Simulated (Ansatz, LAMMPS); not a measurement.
**Structural relaxation of amorphous Si at 1.97 g/cm^3 (80 atoms)**

Aim: bring amorphous Si at 1.97 g/cm^3 (80 atoms) to a nearby minimum of the energy and see what moves.

Method: Kohn-Sham DFT, PBE, PAW (set soft_2), plane waves, in Ansatz 0.2.0.

Measured values to set the calculation against. Si-Si coordination number quoted from the high-resolution X-ray diffraction study of Laaziri et al (as quoted in “Relationship between diffraction peak, network topology, and amorphous-forming ability in silicon and silica”, 2021, PMC8590056): number of Si about Si 3.9.

## 1. The structure

The cell holds 80 atoms: 80 Si. Its edges and angles: a = 12.374 Å, b = 12.374 Å, c = 12.374 Å, α = 90.0°, β = 90.0°, γ = 90.0°. 80 atoms (80 Si) placed at random at 1.97 g/cm³, melted at 2500 K for 10 ps at fixed volume with the modified Tersoff potential (Kumagai, Izumi, Hara and Sakai, Comput. Mater. Sci. 39, 457 (2007)). Quenched from 2500 K to 300 K at 10 K/ps and fixed volume, annealed at 800 K for 20 ps, held 5 ps, then minimised at fixed cell. The density is one point of a scan and needn't be that of the real material.

Limits known from the start: The quench rate of 10 K/ps is orders of magnitude faster than experiment, which tends to freeze in extra defects. The network of bonds at the start is that of the classical potential that made the cell. The Brillouin zone is sampled at Γ only, in a cell whose shortest periodic width is 12 Å.

## 2. Making the structure

A classical potential makes the cell, at a small fraction of what the same run would cost in DFT.

This step: classical MD, modified Tersoff potential (Kumagai, Izumi, Hara and Sakai, Comput. Mater. Sci. 39, 457 (2007)) (LAMMPS 22 Jul 2025 - Update 4).

The input, in.lmp:

```
# melt-quench of Si80
units metal
atom_style atomic
boundary p p p
region box block 0 12.3744 0 12.3744 0 12.3744
create_box 1 box
mass 1 28.0850   # Si
create_atoms 1 random 80 29723 NULL overlap 2.07 maxtry 2000
pair_style tersoff/mod
pair_coeff * * Si.tersoff.mod Si
neigh_modify delay 0 every 1 check yes
thermo_style custom step time temp pe press density
thermo_modify norm yes
timestep 0.001
thermo 100
min_style cg
minimize 1e-4 1e-4 200 2000
reset_timestep 0
velocity all create 2500 29724 mom yes dist gaussian
fix lim all nve/limit 0.05
fix lan all langevin 2500 2500 0.1 29725 zero yes
thermo 500
run 1000 post no
unfix lim
unfix lan
thermo 1666
fix md all nvt temp 2500 2500 0.1
run 10000 post no
unfix md
thermo 22000
fix md all nvt temp 2500 300 0.1
run 220000 post no
unfix md
thermo 2500
# [... 11 lines left out ...]
thermo 2500
fix md all nvt temp 300 300 0.1
run 5000 post no
unfix md
thermo 100
min_style cg
minimize 0 1e-3 2000 20000
write_dump all custom glass.dump id type xs ys zs modify sort id
```

Command:

```
lmp -in in.lmp -log none -nocite
```

Numbers of over 12 decimals in the logs are rounded to 6 here.

The log of the run:

```text
LAMMPS (22 Jul 2025 - Update 4)
Created orthogonal box = (0 0 0) to (12.3744 12.3744 12.3744)
Created 80 atoms
   Step          Time           Temp          PotEng         Press         Density
         0   0              0             -2.9364047     -32813.28       1.9689787
        78   0.078          0             -4.1021445     -15616.293      1.9689787
Loop time of 0.261059 s on 1 MPI rank(s) for 78 steps with 80 atoms
Minimization stats:
  Stopping criterion = energy tolerance
  Energy initial, next-to-last, final =
     -2.93640471989443  -4.10175993102528  -4.10214448245386
  Force two-norm initial, final = 40.914193 0.84312584
  Iterations, force evaluations = 78 100
   Step          Time           Temp          PotEng         Press         Density
         0   0              2500          -4.1021445     -1225.7102      1.9689787
       500   0.5            2533.5424     -3.7644083     -33776.85       1.9689787
[... 33 lines left out ...]
[... 8 lines left out ...]
Loop time of 11.715 s on 1 MPI rank(s) for 20000 steps with 80 atoms
   Step          Time           Temp          PotEng         Press         Density
[... 4 lines left out ...]
Loop time of 6.17038 s on 1 MPI rank(s) for 10000 steps with 80 atoms
   Step          Time           Temp          PotEng         Press         Density
[... 2 lines left out ...]
    270000   270            339.64525     -4.2796645     -29265.445      1.9689787
    271000   271            267.67588     -4.2804949     -33177.452      1.9689787
Loop time of 1.40122 s on 1 MPI rank(s) for 5000 steps with 80 atoms
   Step          Time           Temp          PotEng         Press         Density
    271000   271            267.67588     -4.2804949     -33177.452      1.9689787
    271034   271.034        267.67588     -4.3175761     -31975.055      1.9689787
Loop time of 0.0238845 s on 1 MPI rank(s) for 34 steps with 80 atoms
Minimization stats:
  Stopping criterion = force tolerance
  Energy initial, next-to-last, final =
     -4.28049494142415  -4.31757611097654  -4.31757611145229
  Force two-norm initial, final = 8.2436096 0.00072493199
  Iterations, force evaluations = 34 68
```

Run time: 3.2 min. Hardware: 1 thread of Intel Xeon at 2.80GHz (Skylake/Cascade Lake), shared host; peak memory 0.63 GiB.

## 3. Single point at the start

A single point comes first, to see the forces before anything moves.

The input, input.yaml:

```yaml
crystal:
  lattice:
    - [12.3744, 0.0, 0.0]
    - [0.0, 12.3744, 0.0]
    - [0.0, 0.0, 12.3744]
  atoms:
    - { symbol: Si, position: [0.8328, 0.68411, 0.54123] }
    - { symbol: Si, position: [0.37882, 0.16276, 0.2154] }
    - { symbol: Si, position: [0.88803, 0.22024, 0.61098] }
    - { symbol: Si, position: [0.35591, 0.74684, 0.47252] }
    - { symbol: Si, position: [0.57882, 0.88046, 0.56086] }
    - { symbol: Si, position: [0.11253, 0.24998, 0.27295] }
    - { symbol: Si, position: [0.364, 0.41618, 0.43598] }
    - { symbol: Si, position: [0.51286, 0.70053, 0.57569] }
    - { symbol: Si, position: [0.10961, 0.61578, 0.50965] }
    - { symbol: Si, position: [0.208, 0.58198, 0.98598] }
    - { symbol: Si, position: [0.77224, 0.69622, 0.00332] }
    - { symbol: Si, position: [0.52258, 0.61548, 0.87091] }
    - { symbol: Si, position: [0.40761, 0.40763, 0.63262] }
    - { symbol: Si, position: [0.59892, 0.31165, 0.87481] }
    - { symbol: Si, position: [0.75998, 0.45175, 0.20569] }
    - { symbol: Si, position: [0.66232, 0.59578, 0.50986] }
    - { symbol: Si, position: [0.26053, 0.29565, 0.69955] }
    - { symbol: Si, position: [0.03074, 0.1099, 0.52493] }
    - { symbol: Si, position: [0.44556, 0.34896, 0.98455] }
    - { symbol: Si, position: [0.57771, 0.30308, 0.6797] }
    - { symbol: Si, position: [0.69061, 0.27693, 0.17038] }
    - { symbol: Si, position: [0.41648, 0.59152, 0.17334] }
    - { symbol: Si, position: [0.27126, 0.10775, 0.05596] }
    - { symbol: Si, position: [0.24458, 0.84375, 0.21871] }
    - { symbol: Si, position: [0.27741, 0.24877, 0.37469] }
    - { symbol: Si, position: [0.98186, 0.71853, 0.24669] }
    - { symbol: Si, position: [0.6453, 0.55051, 0.32355] }
    - { symbol: Si, position: [0.90372, 0.63852, 0.71403] }
    - { symbol: Si, position: [0.24073, 0.69715, 0.73436] }
    - { symbol: Si, position: [0.60324, 0.78173, 0.93753] }
    - { symbol: Si, position: [0.39929, 0.86341, 0.32472] }
    - { symbol: Si, position: [0.96424, 0.15598, 0.34968] }
    - { symbol: Si, position: [0.20903, 0.18353, 0.54566] }
    - { symbol: Si, position: [0.48886, 0.88091, 0.06463] }
    - { symbol: Si, position: [0.50447, 0.75493, 0.20678] }
    - { symbol: Si, position: [0.69781, 0.88171, 0.41135] }
    - { symbol: Si, position: [0.84878, 0.87372, 0.53554] }
    - { symbol: Si, position: [0.10506, 0.40215, 0.75119] }
    - { symbol: Si, position: [0.69763, 0.42337, 0.58495] }
    - { symbol: Si, position: [0.92569, 0.33864, 0.76002] }
    - { symbol: Si, position: [0.29657, 0.25213, 0.91402] }
    - { symbol: Si, position: [0.73315, 0.22126, 0.98834] }
    - { symbol: Si, position: [0.09831, 0.58966, 0.14876] }
    - { symbol: Si, position: [0.77095, 0.19359, 0.32752] }
    - { symbol: Si, position: [0.79825, 0.03726, 0.97607] }
    - { symbol: Si, position: [0.81238, 0.96694, 0.15599] }
    - { symbol: Si, position: [0.2079, 0.76853, 0.91528] }
    - { symbol: Si, position: [0.03401, 0.85255, 0.92004] }
    - { symbol: Si, position: [0.80001, 0.47994, 0.73457] }
    - { symbol: Si, position: [0.95007, 0.61595, 0.40586] }
    - { symbol: Si, position: [0.98804, 0.03537, 0.9488] }
    - { symbol: Si, position: [0.90182, 0.44435, 0.3354] }
    - { symbol: Si, position: [0.03495, 0.31754, 0.04346] }
    - { symbol: Si, position: [0.48224, 0.45448, 0.28582] }
    - { symbol: Si, position: [0.16569, 0.39637, 0.93078] }
    - { symbol: Si, position: [0.78762, 0.50566, 0.02198] }
    - { symbol: Si, position: [0.81606, 0.77589, 0.16801] }
    - { symbol: Si, position: [0.7131, 0.15091, 0.64865] }
    - { symbol: Si, position: [0.87756, 0.76544, 0.85808] }
    - { symbol: Si, position: [0.25092, 0.65293, 0.23687] }
    - { symbol: Si, position: [0.03911, 0.91382, 0.49276] }
    - { symbol: Si, position: [0.87438, 0.34352, 0.9483] }
    - { symbol: Si, position: [0.4135, 0.59987, 0.70872] }
    - { symbol: Si, position: [0.26897, 0.58441, 0.41256] }
    - { symbol: Si, position: [0.07261, 0.87837, 0.30161] }
    - { symbol: Si, position: [0.66801, 0.48776, 0.87344] }
    - { symbol: Si, position: [0.49692, 0.00852, 0.22674] }
    - { symbol: Si, position: [0.73614, 0.90046, 0.84881] }
    - { symbol: Si, position: [0.81428, 0.32653, 0.4665] }
    - { symbol: Si, position: [0.18557, 0.7899, 0.56398] }
    - { symbol: Si, position: [0.49854, 0.30453, 0.16585] }
    - { symbol: Si, position: [0.68117, 0.02569, 0.28671] }
    - { symbol: Si, position: [0.67363, 0.7372, 0.28685] }
    - { symbol: Si, position: [0.0876, 0.58261, 0.69641] }
    - { symbol: Si, position: [0.72089, 0.95883, 0.66531] }
    - { symbol: Si, position: [0.39865, 0.53552, 0.99431] }
    - { symbol: Si, position: [0.98477, 0.02318, 0.21709] }
    - { symbol: Si, position: [0.08334, 0.13316, 0.08686] }
    - { symbol: Si, position: [0.29747, 0.9055, 0.03989] }
    - { symbol: Si, position: [0.04338, 0.41683, 0.20815] }
kpoints:
  mp_grid: { grid: [1, 1, 1] }
hamiltonian:
  xc: pbe
scf:
  occupations: { method: fermi_dirac, width: 0.025 }
output:
  forces: true
```

Command:

```
ansatz run input.yaml --threads 4 --pin off --max-ram 8192MiB --backend cpu --events-out ev --progress --plain --runs-dir out
```

The log of the run:

```text
Engine: ansatz 0.2.0, aarch64-unknown-linux-gnu
Pseudopotentials: kind: paw
Pseudopotential: Si, paw, valence charge 4, recommended cutoff 420 eV (normal), Si.paw.azcp
Functional definition: PBE
  parameter kappa = 0.804
  parameter beta = 0.066725
  exchange = pbe_x(kappa = kappa, mu = beta*pi^2/3)
  correlation = pbe_c(beta = beta)
Crystal: 80 atoms, lattice volume = 1894.840 Å³
Basis set: ecut = 420 eV, 37121 PW (Γ), exchange–correlation on 180×180×180 points (8 copies of the dense FFT grid, shifted against one another)
Bands: 240, of which v1, the nominal top of the filled ones, is band 160 counted from 1 (159 counted from 0)
Symmetry: 1 space group operations
Space group: P1 (ITA 1), of the structure as read, at distance tolerance 1.2e-4 Å
k-points: 1
Non-local potential: Si, projectors of the file, l = 0: 2, l = 1: 2, l = 2: 2
PAW form: soft (Blöchl's): semilocal exchange-correlation on the pseudo side does not see the compensation charge
PAW one-centre angular grid: Si, 110 points (default); XC on 64 Gauss nodes
Initial density: superposition of atomic densities (neutral atoms: chi_scale 0, normalization atom), corrected by the library's trained network
Initial wavefunctions: pseudopotential atomic-orbital guess
Functional: x = pbe(κ = 0.804, μ = 0.219515), c = pbe(β = 0.066725)
SCF iter   1: F=—  HF=-50842.257213 eV  |F-HF|=—  |Δ(HF+E_count)|=         —  Δρ=4.33e-3  dr2=1.60e0  ethr=1.77e-3  ⟨swp⟩=7.0  Hψ=1241  notcnv=0  defer=37
preconditioner: auto → LDOS  [insulator: Δε(μ)=0.186 eV  Ē_g=7.359 eV  σ=0.025 eV  W_gap=0.95  n_scr=250 (ndim 8)  ℏωp=15.3 eV  f_vac=0.044  D(μ)=3.76/eV (n_scr^D=6)  ε∞_Penn≈5.3  β→1.0]
SCF iter   2: F=—  HF=-50842.646431 eV  |F-HF|=—  |Δ(HF+E_count)|=   3.89e-1  Δρ=6.92e-3  dr2=8.00e0  ethr=5.00e-4  ⟨swp⟩=3.0  Hψ=374  notcnv=0  defer=65  recentre
SCF iter   3: F=—  HF=-50842.107095 eV  |F-HF|=—  |Δ(HF+E_count)|=   5.39e-1  Δρ=2.36e-3  dr2=5.37e-1  ethr=5.00e-4  ⟨swp⟩=4.0  Hψ=300  notcnv=0  defer=65
SCF iter   4: F=—  HF=-50842.064149 eV  |F-HF|=—  |Δ(HF+E_count)|=   4.29e-2  Δρ=7.24e-4  dr2=5.46e-2  ethr=1.68e-4  ⟨swp⟩=2.0  Hψ=182  notcnv=0  defer=11
automatic band count: iteration 4 solves 186 bands in place of 240: the levels show a gap, and the empty bands left out lie too high to hold charge; the band table lists the bands solved (type scf.n_extra_bands for more)
SCF iter   5: F=—  HF=-50842.060386 eV  |F-HF|=—  |Δ(HF+E_count)|=   3.76e-3  Δρ=2.90e-4  dr2=6.06e-3  ethr=1.71e-5  ⟨swp⟩=4.0  Hψ=336  notcnv=0  defer=12
SCF iter   6: F=—  HF=-50842.059985 eV  |F-HF|=—  |Δ(HF+E_count)|=   4.01e-4  Δρ=1.13e-4  dr2=9.44e-4  ethr=1.89e-6  ⟨swp⟩=2.0  Hψ=313  notcnv=0  defer=12
SCF iter   7: F=—  HF=-50842.059926 eV  |F-HF|=—  |Δ(HF+E_count)|=   5.94e-5  Δρ=6.21e-5  dr2=2.69e-4  ethr=2.95e-7  ⟨swp⟩=2.0  Hψ=268  notcnv=0  defer=12
SCF iter   8: F=—  HF=-50842.059911 eV  |F-HF|=—  |Δ(HF+E_count)|=   1.45e-5  Δρ=3.49e-5  dr2=9.32e-5  ethr=8.42e-8  ⟨swp⟩=3.0  Hψ=355  notcnv=0  defer=12
SCF iter   9: F=—  HF=-50842.060592 eV  |F-HF|=—  |Δ(HF+E_count)|=   6.81e-4  Δρ=1.77e-5  dr2=2.14e-5  ethr=2.91e-8  ⟨swp⟩=3.0  Hψ=316  notcnv=0  defer=12
SCF iter  10: F=—  HF=-50842.060590 eV  |F-HF|=—  |Δ(HF+E_count)|=   1.87e-6  Δρ=9.68e-6  dr2=6.30e-6  ethr=6.69e-9  ⟨swp⟩=3.0  Hψ=332  notcnv=0  defer=12
SCF iter  11: F=—  HF=-50842.060590 eV  |F-HF|=—  |Δ(HF+E_count)|=   2.86e-7  Δρ=5.56e-6  dr2=2.15e-6  ethr=1.97e-9  ⟨swp⟩=3.0  Hψ=338  notcnv=0  defer=12
SCF iter  12: F=—  HF=-50842.060589 eV  |F-HF|=—  |Δ(HF+E_count)|=   1.42e-7  Δρ=2.61e-6  dr2=4.56e-7  ethr=6.72e-10  ⟨swp⟩=2.0  Hψ=248  notcnv=0  defer=12
SCF iter  13: F=—  HF=-50842.060589 eV  |F-HF|=—  |Δ(HF+E_count)|=   1.90e-8  Δρ=1.33e-6  dr2=1.05e-7  ethr=1.43e-10  ⟨swp⟩=2.0  Hψ=271  notcnv=0  defer=12
SCF iter  14: F=-50842.060589 eV  HF=-50842.060589 eV  |F-HF|=1.57e-8  |Δ(HF+E_count)|=   2.67e-9  Δρ=6.49e-7  dr2=2.47e-8  ethr=3.13e-11  ⟨swp⟩=4.0  Hψ=609  notcnv=0
SCF 1 converged in 14 iterations: F = -50842.060589 eV  dr2 = 2.47e-8
  greatest PAW one-centre occupation: 0.669 electrons in one spin orbital (limit 2), on the Si atom at site 57 (counted from 0), in its partial waves of l = 0
SCF converged after 14 iterations
Free energy (F): -50842.060589 eV
Harris-Foulkes:  -50842.060589 eV  (|F-HF|=1.57e-8)
Internal energy: -50842.012524 eV  (E = F + TS)
E sigma→0 (E₀):  -50842.036557 eV
Entropy (-TS):   -0.048066 eV (-0.601 meV/atom)
Fermi energy:    4.740205 eV
--- Per-component energies (eV) ---
  E_band       = -82.114155
  E_kinetic    = 3141.482225
  E_local      = -5150.871362  (includes V_loc(G=0)·N_el)
  E_nonlocal   = 2055.205835
  E_hartree    = 1870.720654
  E_xc         = -4374.624538
  E_vxc        = -3684.628592  (∫ρ·V_xc dr)
  E_paw        = -41007.648732  (= ΣΔE_a)
  E_vpaw       = -184.746569  (= ΣTr[D̂ρ^β])
  E_aug_tail   = 0.000507  (compensation charges beyond the density's cutoff)
  E_ewald      = -7376.277114
  E_smearing   = -0.048066  (= −TS)
  E_closure    = -0.000000  (closes the sum)
  Σ components = -50842.060589   (vs F -50842.060589, Δ=0.00e0)
--- Forces (eV/Å), atoms counted from 1 ---
  atom   1  Si    -0.19602443     0.11755771     0.15309953
  atom   2  Si     0.23510518    -0.09989140     0.10303060
  atom   3  Si     0.20872709    -0.05704381     0.12325335
  atom   4  Si     0.07090905     0.18102424     0.04485650
  atom   5  Si     0.18121442     0.33362328     0.28970906
  atom   6  Si     0.20831393     0.67056872     0.25460942
  atom   7  Si     0.07310448     0.16711437    -0.49917911
  atom   8  Si    -0.17861087     0.22667347    -0.06928790
  atom   9  Si     0.19417254     0.41944567    -0.02907328
  atom  10  Si    -0.08433338     0.07817909     0.10578169
  atom  11  Si     0.20918629     0.10410957    -0.20516044
  atom  12  Si    -0.31570121    -0.06050832    -0.21613926
  atom  13  Si     0.00269150    -0.36062089    -0.00442552
  atom  14  Si    -0.02166679     0.00600320     0.13831492
[...]
atom  79  Si     0.05796735    -0.26077998    -0.15660162
  atom  80  Si     0.09025393    -0.44590353     0.12875465
  max |Σ_I F_I| component: 1.14e-5 eV/Å
```

It took 18 s on 4 threads of Arm Neoverse V1, shared host; peak memory 1.7 GiB.

The run gave:

```yaml
free_energy: -50842.0606 eV
free_energy_per_atom: -635.5258 eV/atom
scf_cycles: 14
r_m_s_force_component: 0.2481 eV/Å
longest_force: 1.151 eV/Å
fermi_energy: 4.74 eV
```

The r.m.s. force component of 0.25 eV/Å sets the starting point.

Neighbours are counted within 2.93 Å (Si-Si).

Length of the force by element and coordination:

```
element  coordination  atoms  mean length of the force (eV/Å)  spread   least   most
     Si           all     80                            0.384   0.193  0.0552   1.15
     Si             3      5                            0.612   0.287   0.339   1.15
     Si             4     74                            0.371   0.174  0.0552  0.936
     Si             5      1                            0.207       0   0.207  0.207
```

(Part 1 of 4 ends here.)

[Logs are printed without paths, hosts, clocks, repeated set-up lines and the standing remarks that a program may print on its own settings, such as how far it seeks lower states.]

[Hosts, paths, dates, database ids (printed as entryN), source tags and the programs' standing remarks are cut or masked in the printed files.]
